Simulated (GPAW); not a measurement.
A computed C K-edge spectrum of one site in a crystal of C and Ti, with its zero at a photon energy of about 281.3 eV (raw 288.0 eV, less 6.7 eV of added terms; uncertain by a few eV). Method: GPAW, PBE, excited-electron core hole (neutral cell) in a small cell, dipole transitions, broadening that rises with energy.

Energy from the lowest empty level; intensity scaled to a mean of 1 over the first 20 eV:

| E (eV) | intensity |
| --- | --- |
| -2.0 | 0.00 |
| -1.0 | 0.00 |
| 0.0 | 0.28 |
| 1.0 | 0.80 |
| 2.0 | 1.29 |
| 3.0 | 2.65 |
| 4.0 | 1.23 |
| 5.0 | 0.78 |
| 6.0 | 1.21 |
| 7.0 | 1.22 |
| 8.0 | 0.26 |
| 9.0 | 0.15 |
| 10.0 | 0.44 |
| 11.0 | 0.91 |
| 12.0 | 1.31 |
| 13.0 | 1.72 |
| 14.0 | 1.83 |
| 15.0 | 1.32 |
| 16.0 | 0.82 |
| 17.0 | 0.54 |
| 18.0 | 0.49 |
| 19.0 | 0.50 |
| 20.0 | 0.48 |
| 21.0 | 0.45 |
| 22.0 | 0.39 |
| 23.0 | 0.32 |
| 24.0 | 0.28 |
| 25.0 | 0.27 |
| 26.0 | 0.32 |
| 27.0 | 0.43 |
| 28.0 | 0.60 |
| 29.0 | 0.78 |
| 30.0 | 0.93 |
| 31.0 | 1.03 |
| 32.0 | 1.03 |

The database entry behind the starting cell differs from later determinations by our own check (0.1 to 0.3 % short, probably kX units), so it need not match the best structure at ambient conditions.

Q: What surroundings does the absorber have?

A K edge sees empty p states; the first features are C p mixed into the empty d states of the Ti neighbours, and the broad ones above probably into the cations' higher empty bands. It is atom 2 of TiC (Fm-3m), with 6 Ti at 2.16 Å (octahedral, site symmetry m-3m). Its main maxima below 24 eV lie at 3.1 eV (2.71), 6.5 eV (1.40) and 13.7 eV (1.87). A near-edge spectrum doesn't fix the structure by itself; it is matched against candidates. The holes are only 6.1 Å apart, so the shape is probably not converged with cell size; no larger cell was run here. The structure is a published determination, not relaxed.

[Hosts, paths, dates, database ids (printed as entryN), source tags and the programs' standing remarks are cut or masked in the printed files.]

[Lists of maxima count a maximum above −3 eV only where it reaches 4 % of the highest in the window and stands out from its surroundings by 2 % of it (1.5 % where it reaches 55 %); shoulders and weaker maxima are passed over, and of the rest the first, up to two pre-edge ones and the few strongest are named.]
